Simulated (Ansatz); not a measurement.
# AgGeF3 (model cell, started as cubic perovskite with Ge in the octahedra): a soft mode frozen in, part 2 of 3

Wanted: the energy along a soft mode of AgGeF3 (model cell, started as cubic perovskite with Ge in the octahedra) and the structure at the end.

Ansatz 0.2.0; DFT PBEsol, scalar-relativistic, plane waves, PAW; PAW set soft_1.

So far, highest frequency on the path or at a solved wavevector (cm⁻¹): step 2 (the dispersion) 344. Also lowest frequency on the path (cm⁻¹): step 2 -190.

The structure was built from a prototype and need not be the compound's stable phase.

### 4. The mode frozen in, largest atomic shift 0.22 Å

The atoms are moved along the unstable eigenvector, the largest shift by 0.22 Å, with the cell fixed.

input.yaml

```yaml
crystal:
  lattice:
    - [4.2639971677, 0.0, 0.0]
    - [0.0, 4.2639971677, 0.0]
    - [0.0, 0.0, 4.2639971677]
  atoms:
    - { symbol: Ag, position: [-0.0006686472, 0.0006686472, 0.0006686472] }
    - { symbol: Ge, position: [0.5057208972, 0.4942791028, 0.4942791028] }
    - { symbol: F, position: [0.5146033985, 0.4853966015, 0.0472811054] }
    - { symbol: F, position: [0.5146033985, 0.0472811054, 0.4853966015] }
    - { symbol: F, position: [-0.0472811054, 0.4853966015, 0.4853966015] }
kpoints:
  mp_grid: { grid: [8, 8, 8] }
hamiltonian:
  xc: pbesol
  pseudopotentials: { kind: paw, azcp: { folder: soft_1 }, xc_functional: pbe }
scf:
  occupations: { method: methfessel_paxton, width: 0.2 }
output:
  forces: true
  stress: true
  eigenvalues: true
```

Launch:

```bash
$ ansatz run input.yaml --threads 4 --pin off --max-ram 16384MiB --backend cpu --events-out ev --progress --plain --runs-dir out
```

Numbers of over 12 decimals in the logs are rounded to 6 here.

The program printed:

```text
[...]
Crystal: 5 atoms, lattice volume = 77.527 Å³
Basis set: ecut = 420 eV, 1503 PW (Γ), exchange–correlation on 60×60×60 points (8 copies of the dense FFT grid, shifted against one another)
Bands: 33, of which v1, the nominal top of the filled ones, is band 27 counted from 1 (26 counted from 0)
Symmetry: 6 space group operations
[...]
k-points: 65 of 512 (time reversal used)
[...]
k-point 0: bands = [... 23 lower, 3.3960, 3.5362, 3.5362, 3.5750, 7.0733, 13.6813, 13.6813, 14.1481, ... 2 higher]
  k-point 1: bands = [... 23 lower, 3.5259, 3.5463, 3.5963, 3.6672, 7.2118, 13.2548, 13.6997, 14.0643, ... 2 higher]
  k-point 2: bands = [... 23 lower, 3.6043, 3.7168, 3.7258, 4.3783, 7.5620, 12.3294, 13.7594, 14.0490, ... 2 higher]
  k-point 64: bands = [... 23 lower, 3.4777, 3.6388, 3.6388, 7.9152, 8.4567, 10.8601, 10.8601, 12.0234, ... 2 higher]
[key lines of the parts left out:]
SCF converged after 12 iterations
Free energy (F): -14175.693830 eV
Fermi energy:    7.408667 eV
P = ⅓ Tr σ = 2.9386 GPa (29.386 kbar)
```

Elapsed: 4.8 s, on 4 threads of Arm Neoverse V2, shared host; peak memory 0.37 GiB; 18 s of CPU time.

This step gave:

```yaml
pressure: 2.939 GPa
energy_from_the_undistorted_cell: -14.11 meV/atom
```

The energy, extrapolated to zero smearing, is -14.11 meV/atom against the undistorted cell.

The run ends at a pressure of 2.94 GPa, with forces up to 0.51 eV/Å.

### 5. Energy along the mode, all amplitudes (two of the runs are shown above)

An imaginary frequency means negative curvature, so the energy should fall and then rise again as anharmonic terms take over.

Numbers from this step:

- depth at the lowest point sampled: 14.11 meV/atom
- largest atomic shift at that point: 0.22 Å

The energy from the parent by largest atomic shift:

```csv
largest atomic shift (Å),energy from the parent (meV/atom)
0.000,0
0.040,-1.24
0.080,-4.64
0.140,-11.4
0.220,-14.1
0.320,24.5
```

Displacement at unit largest shift by atom:

```csv
atom,x (Å),y (Å),z (Å),size
Ag1,-0.013,0.013,0.013,0.023
Ge2,0.111,-0.111,-0.111,0.192
F3,0.283,-0.283,0.916,1.000
F4,0.283,0.916,-0.283,1.000
F5,-0.916,-0.283,-0.283,1.000
```

The lowest of the steps tried is at 0.22 Å, 14.1 meV/atom below the parent; the bottom of the well need not coincide with a step.

### 6. Relaxation from the frozen mode

Starting from the lowest point found, all atoms and the cell are let go, so that strain and other modes of the same symmetry can join in.

input.yaml: that of step 4 with these lines changed.

```diff
@@ -22 +22,10 @@
   eigenvalues: true
+  write_density: true
+  write_potential: true
+  elf: true
+  volumetric_format: npy
+relax:
+  adjacent_minimum: "off"
+  f_tol: 0.002
+  max_steps: 120
+  cell: { stress_tol: 0.03 }
```

The program printed:

```text
[...]
Crystal: 5 atoms, lattice volume = 77.527 Å³
Basis set: ecut = 420 eV, 1503 PW (Γ), exchange–correlation on 60×60×60 points (8 copies of the dense FFT grid, shifted against one another)
Bands: 33, of which v1, the nominal top of the filled ones, is band 27 counted from 1 (26 counted from 0)
Symmetry: 6 space group operations
[...]
k-points: 65 of 512 (time reversal used)
[...]
SCF iter   1: F=—  HF=-14183.947585 eV  |F-HF|=—  |Δ(HF+E_count)|=         —  Δρ=2.09e-1  dr2=3.33e1  ethr=3.10e-3  ⟨swp⟩=5.3  Hψ=7980  notcnv=0  defer=1
[...]
SCF iter  12: F=-14175.693830 eV  HF=-14175.693830 eV  |F-HF|=1.08e-8  |Δ(HF+E_count)|=   3.11e-8  S|Δr|=    0.00e0  Δρ=5.53e-6  dr2=2.21e-8  ethr=1.85e-10  ⟨swp⟩=14.1  Hψ=13504  notcnv=0
SCF 1 converged in 12 iterations: F = -14175.693830 eV  dr2 = 2.21e-8
[...]
relax step   1: F+E_penalty+E_count = -14175.69382975 eV  Δ(F+E_penalty+E_count) = +0.000e0 eV  max|allowed force component| = 2.925e-1 eV/Å  Δτ_max = 0.0000 Å  P = +2.939 GPa  Ω = 77.527 Å³  (12 SCF iters, dr2 threshold 1.00e-7 eV, accepted)
Crystal: 5 atoms, lattice volume = 80.384 Å³
Basis set: ecut = 420 eV, 1569 PW (Γ), exchange–correlation on 60×60×60 points (8 copies of the dense FFT grid, shifted against one another)
[...]
SCF iter   8: F=-14175.785258 eV  HF=-14175.785259 eV  |F-HF|=1.24e-7  |Δ(HF+E_count)|=   3.30e-7  S|Δr|=    0.00e0  Δρ=2.03e-5  dr2=4.93e-7  ethr=9.26e-10  ⟨swp⟩=11.3  Hψ=15621  notcnv=0
SCF 2 converged in 8 iterations: F = -14175.785258 eV  dr2 = 4.93e-7
relax step   2: F+E_penalty+E_count = -14175.78525846 eV  Δ(F+E_penalty+E_count) = -9.143e-2 eV  max|allowed force component| = 1.922e-1 eV/Å  Δτ_max = 0.0384 Å  P = +0.454 GPa  Ω = 80.384 Å³  energy of the carried Pulay correction = -5.574e-3 eV  (8 SCF iters, dr2 threshold 5.00e-7 eV, accepted)
Crystal: 5 atoms, lattice volume = 81.371 Å³
Basis set: ecut = 420 eV, 1591 PW (Γ), exchange–correlation on 60×60×60 points (8 copies of the dense FFT grid, shifted against one another)
[...]
SCF iter   7: F=-14176.016721 eV  HF=-14176.016722 eV  |F-HF|=2.39e-7  |Δ(HF+E_count)|=   2.89e-7  S|Δr|=    0.00e0  Δρ=2.31e-5  dr2=3.16e-7  ethr=9.26e-10  ⟨swp⟩=10.4  Hψ=16344  notcnv=0
SCF 3 converged in 7 iterations: F = -14176.016721 eV  dr2 = 3.16e-7
relax step   3: F+E_penalty+E_count = -14176.01672132 eV  Δ(F+E_penalty+E_count) = -2.315e-1 eV  max|allowed force component| = 1.017e-1 eV/Å  Δτ_max = 0.0934 Å  P = -1.723 GPa  Ω = 81.371 Å³  energy of the carried Pulay correction = -7.453e-3 eV  (7 SCF iters, dr2 threshold 5.00e-7 eV, accepted)
[... from here on, the SCF cycles and remarks between the steps are left out ...]
relax step   4: F+E_penalty+E_count = -14176.23641156 eV  Δ(F+E_penalty+E_count) = -2.197e-1 eV  max|allowed force component| = 1.420e-1 eV/Å  Δτ_max = 0.0560 Å  P = -1.778 GPa  Ω = 79.623 Å³  energy of the carried Pulay correction = -4.109e-3 eV  (7 SCF iters, dr2 threshold 5.00e-7 eV, accepted)
relax step   5: F+E_penalty+E_count = -14176.48599372 eV  Δ(F+E_penalty+E_count) = -2.496e-1 eV  max|allowed force component| = 4.280e-1 eV/Å  Δτ_max = 0.0680 Å  P = -1.816 GPa  Ω = 77.232 Å³  energy of the carried Pulay correction = +5.873e-4 eV  (7 SCF iters, dr2 threshold 5.00e-7 eV, accepted)
relax step   6: F+E_penalty+E_count = -14176.79908520 eV  Δ(F+E_penalty+E_count) = -3.131e-1 eV  max|allowed force component| = 4.502e-1 eV/Å  Δτ_max = 0.1145 Å  P = -1.415 GPa  Ω = 74.316 Å³  energy of the carried Pulay correction = +6.514e-3 eV  (8 SCF iters, dr2 threshold 5.00e-7 eV, accepted)
relax step   7: F+E_penalty+E_count = -14176.85160699 eV  Δ(F+E_penalty+E_count) = -5.252e-2 eV  max|allowed force component| = 8.303e-1 eV/Å  Δτ_max = 0.1933 Å  P = +3.580 GPa  Ω = 70.848 Å³  energy of the carried Pulay correction = +1.387e-2 eV  (8 SCF iters, dr2 threshold 5.00e-7 eV, accepted)
relax step   8: F+E_penalty+E_count = -14176.72372466 eV  Δ(F+E_penalty+E_count) = +1.279e-1 eV  max|allowed force component| = 9.545e-1 eV/Å  Δτ_max = 0.1916 Å  P = +2.513 GPa  Ω = 75.697 Å³  energy of the carried Pulay correction = +3.678e-3 eV  (8 SCF iters, dr2 threshold 5.00e-7 eV, rejected (line search))
relax step   9: F+E_penalty+E_count = -14176.93961451 eV  Δ(F+E_penalty+E_count) = -8.801e-2 eV  max|allowed force component| = 8.663e-2 eV/Å  Δτ_max = 0.0958 Å  P = +0.346 GPa  Ω = 73.323 Å³  energy of the carried Pulay correction = +8.585e-3 eV  (11 SCF iters, accepted)
relax step  10: F+E_penalty+E_count = -14176.93966459 eV  Δ(F+E_penalty+E_count) = -5.007e-5 eV  max|allowed force component| = 7.280e-2 eV/Å  Δτ_max = 0.0071 Å  P = -0.122 GPa  Ω = 73.859 Å³  energy of the carried Pulay correction = +7.463e-3 eV  (6 SCF iters, dr2 threshold 4.90e-7 eV, accepted)
relax step  11: F+E_penalty+E_count = -14176.94078322 eV  Δ(F+E_penalty+E_count) = -1.119e-3 eV  max|allowed force component| = 1.123e-2 eV/Å  Δτ_max = 0.0126 Å  P = +0.035 GPa  Ω = 73.844 Å³  energy of the carried Pulay correction = +7.495e-3 eV  (5 SCF iters, dr2 threshold 3.31e-7 eV, accepted)
relax step  12: F+E_penalty+E_count = -14176.94064223 eV  Δ(F+E_penalty+E_count) = +1.410e-4 eV  max|allowed force component| = 1.660e-2 eV/Å  Δτ_max = 0.0045 Å  P = +0.028 GPa  Ω = 73.885 Å³  energy of the carried Pulay correction = +7.409e-3 eV  (6 SCF iters, dr2 threshold 7.88e-9 eV, rejected (line search))
relax step  13: F+E_penalty+E_count = -14176.94074329 eV  Δ(F+E_penalty+E_count) = +3.993e-5 eV  max|allowed force component| = 3.609e-3 eV/Å  Δτ_max = 0.0022 Å  P = +0.012 GPa  Ω = 73.890 Å³  energy of the carried Pulay correction = +7.399e-3 eV  (8 SCF iters, accepted)
relax step  14: F+E_penalty+E_count = -14176.94070619 eV  Δ(F+E_penalty+E_count) = +3.710e-5 eV  max|allowed force component| = 2.396e-4 eV/Å  Δτ_max = 0.0010 Å  P = +0.001 GPa  Ω = 73.911 Å³  energy of the carried Pulay correction = +7.356e-3 eV  (6 SCF iters, dr2 threshold 8.14e-10 eV, accepted)
relax step  15: F+E_penalty+E_count = -14177.07665611 eV  Δ(F+E_penalty+E_count) = -1.359e-1 eV  max|allowed force component| = 7.648e-3 eV/Å  Δτ_max = 0.0000 Å  P = +2.407 GPa  Ω = 73.911 Å³  stress off target by 3.64e0 GPa  SCF on the basis re-selected at this cell (its energy is not comparable with the rows above)  (9 SCF iters)
relax step  16: F+E_penalty+E_count = -14177.13868424 eV  Δ(F+E_penalty+E_count) = -6.203e-2 eV  max|allowed force component| = 2.722e-2 eV/Å  Δτ_max = 0.0232 Å  P = +1.348 GPa  Ω = 77.087 Å³  energy of the carried Pulay correction = -6.918e-3 eV  (6 SCF iters, dr2 threshold 5.00e-7 eV, accepted)
relax step  17: F+E_penalty+E_count = -14177.15446732 eV  Δ(F+E_penalty+E_count) = -1.578e-2 eV  max|allowed force component| = 2.280e-2 eV/Å  Δτ_max = 0.0300 Å  P = +0.115 GPa  Ω = 80.858 Å³  energy of the carried Pulay correction = -1.467e-2 eV  (7 SCF iters, dr2 threshold 5.00e-7 eV, accepted)
relax step  18: F+E_penalty+E_count = -14177.15431714 eV  Δ(F+E_penalty+E_count) = +1.502e-4 eV  max|allowed force component| = 8.012e-3 eV/Å  Δτ_max = 0.0041 Å  P = +0.016 GPa  Ω = 81.059 Å³  energy of the carried Pulay correction = -1.509e-2 eV  (5 SCF iters, dr2 threshold 1.00e-7 eV, accepted)
relax step  19: F+E_penalty+E_count = -14177.15429305 eV  Δ(F+E_penalty+E_count) = +2.409e-5 eV  max|allowed force component| = 4.763e-3 eV/Å  Δτ_max = 0.0013 Å  P = -0.026 GPa  Ω = 81.088 Å³  energy of the carried Pulay correction = -1.514e-2 eV  (5 SCF iters, dr2 threshold 2.02e-8 eV, accepted)
relax step  20: F+E_penalty+E_count = -14177.15432036 eV  Δ(F+E_penalty+E_count) = -2.732e-5 eV  max|allowed force component| = 3.189e-4 eV/Å  Δτ_max = 0.0003 Å  P = +0.000 GPa  Ω = 81.075 Å³  energy of the carried Pulay correction = -1.512e-2 eV  (5 SCF iters, dr2 threshold 3.56e-9 eV, accepted)
relax step  21: F+E_penalty+E_count = -14177.19034699 eV  Δ(F+E_penalty+E_count) = -3.603e-2 eV  max|allowed force component| = 9.018e-4 eV/Å  Δτ_max = 0.0000 Å  P = +0.718 GPa  Ω = 81.075 Å³  stress off target by 9.67e-1 GPa  SCF on the basis re-selected at this cell (its energy is not comparable with the rows above)  (8 SCF iters)
relax step  22: F+E_penalty+E_count = -14177.19534626 eV  Δ(F+E_penalty+E_count) = -4.999e-3 eV  max|allowed force component| = 1.885e-3 eV/Å  Δτ_max = 0.0129 Å  P = +0.379 GPa  Ω = 82.972 Å³  energy of the carried Pulay correction = -4.202e-3 eV  (6 SCF iters, dr2 threshold 5.00e-7 eV, accepted)
relax step  23: F+E_penalty+E_count = -14177.18680454 eV  Δ(F+E_penalty+E_count) = +8.542e-3 eV  max|allowed force component| = 2.276e-2 eV/Å  Δτ_max = 0.0268 Å  P = -0.153 GPa  Ω = 86.761 Å³  energy of the carried Pulay correction = -1.549e-2 eV  (7 SCF iters, dr2 threshold 5.00e-7 eV, accepted)
relax step  24: F+E_penalty+E_count = -14177.19224887 eV  Δ(F+E_penalty+E_count) = -5.444e-3 eV  max|allowed force component| = 4.289e-3 eV/Å  Δτ_max = 0.0100 Å  P = -0.026 GPa  Ω = 85.481 Å³  energy of the carried Pulay correction = -1.120e-2 eV  (7 SCF iters, dr2 threshold 7.88e-8 eV, accepted)
relax step  25: F+E_penalty+E_count = -14177.19250126 eV  Δ(F+E_penalty+E_count) = -2.524e-4 eV  max|allowed force component| = 3.580e-4 eV/Å  Δτ_max = 0.0004 Å  P = +0.003 GPa  Ω = 85.402 Å³  energy of the carried Pulay correction = -1.095e-2 eV  (6 SCF iters, dr2 threshold 1.15e-9 eV, accepted)
relax step  26: F+E_penalty+E_count = -14177.20530833 eV  Δ(F+E_penalty+E_count) = -1.281e-2 eV  max|allowed force component| = 5.314e-4 eV/Å  Δτ_max = 0.0000 Å  P = +0.069 GPa  Ω = 85.402 Å³  stress off target by 1.44e-1 GPa  SCF on the basis re-selected at this cell (its energy is not comparable with the rows above)  (8 SCF iters)
relax step  27: F+E_penalty+E_count = -14177.20426523 eV  Δ(F+E_penalty+E_count) = +1.043e-3 eV  max|allowed force component| = 3.872e-3 eV/Å  Δτ_max = 0.0051 Å  P = +0.010 GPa  Ω = 86.170 Å³  energy of the carried Pulay correction = -1.530e-3 eV  (6 SCF iters, dr2 threshold 5.22e-8 eV, accepted)
relax step  28: F+E_penalty+E_count = -14177.20393970 eV  Δ(F+E_penalty+E_count) = +3.255e-4 eV  max|allowed force component| = 4.381e-4 eV/Å  Δτ_max = 0.0013 Å  P = -0.003 GPa  Ω = 86.334 Å³  energy of the carried Pulay correction = -1.873e-3 eV  (7 SCF iters, dr2 threshold 9.37e-10 eV, accepted)
[...]
SCF iter   6: F=-14177.205860 eV  HF=-14177.205860 eV  |F-HF|=0.00e0  |Δ(HF+E_count)|=  1.46e-11  S|Δr|=    0.00e0  Δρ=7.05e-8  dr2=2.67e-12  ethr=1.00e-12  ⟨swp⟩=5.1  Hψ=8915  notcnv=0
SCF 29 converged in 6 iterations: F = -14177.205860 eV  dr2 = 2.67e-12
relax step  29: F+E_penalty+E_count = -14177.20585953 eV  Δ(F+E_penalty+E_count) = -1.920e-3 eV  max|allowed force component| = 4.088e-4 eV/Å  Δτ_max = 0.0000 Å  P = +0.004 GPa  Ω = 86.334 Å³  stress off target by 2.61e-2 GPa  SCF on the basis re-selected at this cell (its energy is not comparable with the rows above)  (6 SCF iters)
[...]
SCF converged after 6 iterations
[...]
Free energy (F): -14177.205860 eV
[...]
Internal energy: -14177.205860 eV  (E = F + TS)
E sigma→0 (E₀):  -14177.205860 eV
Fermi energy:    5.820741 eV
[...]
--- Forces (eV/Å), atoms counted from 1 ---
  atom   1  Ag    -0.00039665     0.00039665     0.00039665
  atom   2  Ge     0.00040877    -0.00040877    -0.00040877
  atom   3  F      0.00008379    -0.00008379     0.00018004
  atom   4  F      0.00008379     0.00018004    -0.00008379
  atom   5  F     -0.00018004    -0.00008379    -0.00008379
  max |Σ_I F_I| component: 3.49e-7 eV/Å
--- Stress (GPa, compression-positive) ---
        0.004441       0.015286       0.015286
        0.015286       0.004441      -0.015286
        0.015286      -0.015286       0.004441
  P = ⅓ Tr σ = 0.0044 GPa (0.044 kbar)
--- Band table (eV; the first three rows and the last of 65) ---
  k-point 0: bands = [... 23 lower, 2.2310, 2.4385, 2.4385, 2.8025, 8.5692, 10.7258, 10.7258, 11.7538, ... 2 higher]
  k-point 1: bands = [... 23 lower, 2.2242, 2.4446, 2.4934, 2.8904, 8.4179, 10.4869, 10.7412, 12.1717, ... 2 higher]
  k-point 2: bands = [... 23 lower, 2.2233, 2.4503, 2.6019, 3.1537, 8.0653, 10.2310, 10.7867, 12.4774, ... 2 higher]
  k-point 64: bands = [... 23 lower, 2.1320, 2.3366, 2.3366, 4.0534, 8.6598, 9.1063, 9.1063, 11.7168, ... 2 higher]
--- Relaxed structure (25 steps of the walk, 23 accepted, 4 SCFs on fresh bases) ---
  F+E_penalty+E_count = -14177.20585953 eV   max|allowed force component| = 4.088e-4 eV/Å   (the final SCF, on the basis selected at the relaxed cell)
  cell:  # Å, volume = 86.3341 Å³
    - [4.545124, 0.708673, 0.708673]
    - [0.708673, 4.545124, -0.708673]
    - [0.708673, -0.708673, 4.545124]
  atoms:
    - { symbol: Ag, position: [0.027882, -0.027882, -0.027882] }
    - { symbol: Ge, position: [0.467591, 0.532409, 0.532409] }
    - { symbol: F, position: [0.549355, 0.450645, 0.107205] }
    - { symbol: F, position: [0.549355, 0.107205, 0.450645] }
    - { symbol: F, position: [-0.107205, 0.450645, 0.450645] }
```

Wall time 2.2 min (4 threads); peak memory 0.41 GiB.

Step by step (22 of 29):

```csv
step,energy less that of the first step (eV),largest force component (eV/Å),pressure (GPa),volume (Å³)
1,0.0000,0.2925,2.94,77.53
2,-0.0914,0.1922,0.45,80.38
4,-0.5426,0.1420,-1.78,79.62
5,-0.7922,0.4280,-1.82,77.23
6,-1.1053,0.4502,-1.41,74.32
8,-1.0299,0.9545,2.51,75.70
9,-1.2458,0.0866,0.35,73.32
10,-1.2458,0.0728,-0.12,73.86
12,-1.2468,0.0166,0.03,73.89
13,-1.2469,0.0036,0.01,73.89
14,-1.2469,0.0002,0.00,73.91
16,-1.4449,0.0272,1.35,77.09
17,-1.4606,0.0228,0.11,80.86
18,-1.4605,0.0080,0.02,81.06
20,-1.4605,0.0003,0.00,81.08
21*,-1.4965,0.0009,0.72,81.08
22,-1.5015,0.0019,0.38,82.97
24,-1.4984,0.0043,-0.03,85.48
25,-1.4987,0.0004,0.00,85.40
26*,-1.5115,0.0005,0.07,85.40
28,-1.5101,0.0004,0.00,86.33
29*,-1.5120,0.0004,0.00,86.33
```

Relaxation steps marked * repeat the geometry before them on a plane-wave basis chosen anew for their cell, so energy and pressure can jump there. Other such steps can lie between the rows shown. Relaxation steps 8, 12 were tried and not accepted.

Forces are held to the 6 operations that the run works with; a distortion that breaks them can't arise in this run.

```csv
cell as run,before,after,change
a (Å),4.264,4.654,+9.2 %
b (Å),4.264,4.654,+9.2 %
c (Å),4.264,4.654,+9.2 %
α (°),90.00,105.91,+17.7 %
β (°),90.00,74.09,-17.7 %
γ (°),90.00,74.09,-17.7 %
volume (Å³/atom),15.51,17.27,+11.4 %
```

The atoms that moved most (Å, as changes of fractional coordinates times the final cell):

```csv
atom,dx,dy,dz,length
F5,-0.322,-0.176,-0.176,0.406
F4,0.176,0.322,-0.176,0.406
F3,0.176,-0.176,0.322,0.406
Ge2,-0.119,0.119,0.119,0.207
Ag1,0.089,-0.089,-0.089,0.155
```

The relaxed structure:

```cif
data_structure
_symmetry_space_group_name_H-M 'P 1'
_symmetry_Int_Tables_number 1
_cell_length_a 4.6543
_cell_length_b 4.6543
_cell_length_c 4.6543
_cell_angle_alpha 105.914
_cell_angle_beta 74.086
_cell_angle_gamma 74.086
_cell_volume 86.33
loop_
_atom_site_label
_atom_site_type_symbol
_atom_site_fract_x
_atom_site_fract_y
_atom_site_fract_z
_atom_site_occupancy
Ag1 Ag 0.02788 0.97212 0.97212 1
Ge2 Ge 0.46759 0.53241 0.53241 1
F3 F 0.54936 0.45064 0.10721 1
F4 F 0.54936 0.10721 0.45064 1
F5 F 0.89279 0.45064 0.45064 1
```

This step gave:

```
pressure          : 0.004441 GPa
gap on the k-mesh : 3.545 eV
volume per atom   : 17.27 Å³
```

Electrostatic potential energy in the ac plane at fractional y = 0.451, with atoms of F within 0.2 Å of it. With pseudopotentials it is smooth inside the atoms' cores, unlike the true potential.

Ten even steps from '0' (-38 eV) to '9' (11 eV), each cell a mean:
```
99999998789999
99999999999999
99999999999999
99998777899999
99987545689999
99986444468557
79986444456101
49997444446100
49998644457411
89999876678876
99999852489999
99999820049999
99999930028999
99999972139999
```
Columns run along a (4.7 Å; values clipped at the 3rd and 97th percentile), rows up along c (4.7 Å). Atoms in or near the plane, at fractional coordinates: F at (0.55, 0.11), F at (0.89, 0.45).

Valence density in the ac plane at fractional y = 0.451, with atoms of F within 0.2 Å of it. It is the smooth field of the valence electrons, not physical close to the nuclei.

Ten steps, logarithmic in the rise over the least value, from '0' (0 e/Å³) to '9' (13 e/Å³), each cell a mean:
```
00000013432000
00000001111000
00000110000000
00011221100000
00012343212221
21012577533564
42012599745788
63102478744799
63101245433688
42001234322345
11001356642112
00001479863100
00001369973100
00000247863100
```
Columns run along a (4.7 Å), rows up along c (4.7 Å). Atoms in or near the plane, at fractional coordinates: F at (0.55, 0.11), F at (0.89, 0.45).

ELF in the ac plane at fractional y = 0.451, with atoms of F within 0.2 Å of it. It is the smooth field of the valence electrons, not physical close to the nuclei.

Ten even steps from '0' (0.01) to '9' (0.81), each cell a mean:
```
00000147886200
00000002332000
00122210000000
00134442100111
10134443224675
61034422236999
94024311237989
96102321237868
97101232224899
95101355421589
53003799861136
10004897895101
00003897798200
00001599998300
```
Columns run along a (4.7 Å), rows up along c (4.7 Å). Atoms in or near the plane, at fractional coordinates: F at (0.55, 0.11), F at (0.89, 0.45).

The distorted start has space group R3m; the relaxation ends in R3m.

(Continued in part 3 of 3.)

[Logs are printed without paths, hosts, clocks, repeated set-up lines and the standing remarks that a program may print on its own settings, such as how far it seeks lower states.]

[Hosts, paths, dates, database ids (printed as entryN), source tags and the programs' standing remarks are cut or masked in the printed files.]
